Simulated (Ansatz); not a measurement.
# Debugging a many-body input for La2O3 (P-3m1)

A first try at the G0W0 gap of La2O3 (P-3m1), what the program said, and an input that works.

Program: Ansatz 0.2.0. Level of theory: G0W0 on PBE, plane waves, PAW. Results are calculated unless marked as measured.

**1. Starting point**

The structure is trigonal, space group P-3m1 (No. 164). The conventional cell has a = 3.931 Å, b = 3.931 Å, c = 6.112 Å, α = 90.00°, β = 90.00°, γ = 120.00°. Nearest to La lie 7 O at 2.36 to 2.72 Å. Nearest to O lie 4 La at 2.36 to 2.44 Å. Nearest to O lie 6 La at 2.72 Å. Farther neighbours and most contacts between anions are not listed.

The cell and positions are those that the Materials Project relaxed with its own functionals (PBE, PBE+U or r2SCAN), kept fixed. Spin-orbit coupling is left out unless a step names it. The default PAW set here is soft_2. Its files were made with PBE.

**2. First try**

Input file input.yaml:

```yaml
crystal:
  lattice:
    - [3.930777878, 0.0, 0.0]
    - [-1.965388939, 3.404153499, 0.0]
    - [0.0, 0.0, 6.11195352]
  atoms:
    - { symbol: La, position: [0.66666667, 0.33333333, 0.75376432] }
    - { symbol: La, position: [0.33333333, 0.66666667, 0.24623568] }
    - { symbol: O, position: [0.66666667, 0.33333333, 0.35410935] }
    - { symbol: O, position: [0.33333333, 0.66666667, 0.64589065] }
    - { symbol: O, position: [0.0, 0.0, 0.0] }
kpoints:
  mp_grid: { grid: [6, 6, 2] }
hamiltonian:
  xc: pbe
scf:
  occupations: { method: fixed }
gw:
  n_empty_bands: 4
  ecut_chi: 60
  qp_bands: [v1, c9]
  qp_kpoints: band_edges
  screening: { model: contour_deformation }
```

Started as:

```sh
> ansatz run input.yaml --threads 3 --pin off --max-ram 64512MiB --backend cuda --events-out ev --progress --plain --runs-dir out --devices 1 --max-vram 24GiB  # rebuilt from the run's record
```

Numbers of over 12 decimals in the logs are rounded to 6 here.

The log of the run:

```text
Error: invalid value for `gw.qp_bands`: [v1, c9] must end among the 24 bands that are solved (gw.n_empty_bands), of which c4 is the highest
```

Elapsed: 0.11 s, on 3 threads of AMD EPYC 7R13 (Zen 3), shared host; peak memory 0.11 GiB.

Q: What is the fault?

The program refused the input before any cycle.

The program's message: “Error: invalid value for `gw.qp_bands`: [v1, c9] must end among the 24 bands that are solved (gw.n_empty_bands), of which c4 is the highest”

The fault: window above the summed bands. Levels can be corrected only among the bands that are solved.

**3. A better input**

Now the one-shot GW correction: screening in the RPA, then the self-energy of the levels asked for.

Edit input.yaml of step 2 so:

```diff
@@ -12,3 +12,3 @@
 kpoints:
-  mp_grid: { grid: [6, 6, 2] }
+  mp_grid: { grid: [6, 6, 4] }
 hamiltonian:
@@ -18,5 +18,5 @@
 gw:
-  n_empty_bands: 4
+  n_empty_bands: 86
   ecut_chi: 60
-  qp_bands: [v1, c9]
+  qp_bands: [v2, c2]
   qp_kpoints: band_edges
```

The log of the run:

```text
GPUs: using 1 of 1 available (devices: 1).
[...]
device memory: the entry about to start is reckoned to put 0.9 GiB on a device that reports 67.1 GiB free (of which the cap on the GPU budget leaves the run 24.0 GiB)
GPU FFT provider: cuFFT
GPU libraries: cuBLAS 13.8.2, cuFFT 12.4.0, cuSOLVER 12.3.4
Crystal: 5 atoms, lattice volume = 81.784 Å³
Basis set: ecut = 420 eV, 1641 PW (Γ)
Bands: 25, of which v1, the nominal top of the filled ones, is band 20 counted from 1 (19 counted from 0)
Symmetry: 12 space group operations
[...]
k-points: 24 of 144
[...]
GPU buffer pool allocated for 32805 grid points (all kernels)
GPU transforms: local potential and band sums: pruned to the plane-wave sphere, on 25×27×45
[...]
SCF iter   1: F=—  HF=-14212.058432 eV  |F-HF|=—  |Δ(HF+E_count)|=         —  Δρ=2.35e-3  dr2=4.65e-3  ethr=1.77e-3  ⟨swp⟩=4.8  Hψ=2499  notcnv=0  defer=50
[...]
3    19      9.3154   -24.3595     4.5585   -19.6056  0.7492     9.1194     9.1200  root
     3    20      9.5131   -24.7360     4.6184   -19.9684  0.7492     9.3637     9.3640  root
     3    21     14.0739   -12.1549    -5.8270   -20.4752  0.7843    16.6850    16.5672  root ?
     3    22     14.3084   -13.5189    -6.4692   -22.8645  0.7724    17.3764    17.1847  root ?
[...]
20    22     14.3942   -15.4970    -7.2253   -26.0879  0.7606    18.0752    17.7598  root ?
[...]
21    22     14.4158   -14.6611    -6.8508   -24.6372  0.7640    17.7909    17.5411  root ?
[...]
22    21     13.7274    -9.9738    -4.4962   -16.1006  0.8048    15.3916    15.3580  root
    22    22     14.5152   -16.2802    -7.5398   -27.3070  0.7532    18.3758    18.0022  root ?
    23    19      9.4341   -24.8787     4.6569   -20.0395  0.7485     9.2513     9.2518  root
    23    20      9.4832   -25.5236     4.6004   -20.8077  0.7586     9.3675     9.3677  root
    23    21     13.9466   -11.6796    -5.1216   -18.9873  0.7925    16.2077    16.1327  root
    23    22     14.5203   -13.6901    -6.5292   -23.1029  0.7685    17.6059    17.4038  root ?
[key lines of the parts left out:]
SCF converged after 7 iterations
Free energy (F): -14212.060295 eV
Fermi energy:    9.712589 eV
```

Run time: 19 s. Hardware: 1 × NVIDIA H100 80GB HBM3 (shared by 3 runs) with 3 threads; peak memory 1.2 GiB; 30 s of CPU time.

The column dr2 measures how far the density is from self-consistency, as an energy; F and HF (Harris–Foulkes) agree once it is small.

Numbers from this step:

| Quantity | Value |
| --- | --- |
| bands summed | 106 |
| RPA ε∞ on this mesh (eigenvalues) | 4.546, 4.636, 4.636 |
| plane waves in the screening matrix | 97 |
| q-points in the mesh | 144 |
| G0W0 gap on the mesh | 5.389 eV |
| k of the valence top | 0, -0.5, -0.5 |
| k of the conduction bottom | 0.3333, 0.3333, 0 |
| starting gap on the mesh | 3.841 eV |
| Z at the valence top | 0.7509 |
| Z at the conduction bottom | 0.8107 |
| least direct G0W0 gap on the computed points | 5.478 eV |

The gap on the mesh goes from 3.84 eV to 5.39 eV, a correction of +1.55 eV. Between the two edge states, bare exchange in place of the xc potential would open the gap by 10.42 eV, and correlation takes back 8.88 eV.

**4. Results**

- first try: refused after 0.11 s
- better run: G0W0 gap on the mesh 5.39 eV (6×6×4 mesh, 86 empty bands, screening to 60 eV)

The second run differs in: mesh, empty bands and levels asked. Bands and cutoff are finite, so the gap is not at the basis limit. The miss can reach some tenths of an eV and take either sign; the mesh is an error of its own. Empty 4f levels lie among the conduction bands. Their place in the start is unsure; it enters the screening, and the edge itself where they lie low. The many-body steps are scalar-relativistic: spin-orbit coupling is not in them.

[Paths, hosts, dates, memory and timing lines, banners, echoed tables and standing remarks are left out of the program output.]

[Logs are printed without paths, hosts, clocks, repeated set-up lines and the standing remarks that a program may print on its own settings, such as how far it seeks lower states.]

[Runs of the session that timed out or met a known fault of the program may be left out.]

[Cells called generated may have been cut or substituted from an entry of the Crystallography Open Database or the Materials Project.]

[Hosts, paths, dates, database ids (printed as entryN), source tags and the programs' standing remarks are cut or masked in the printed files.]
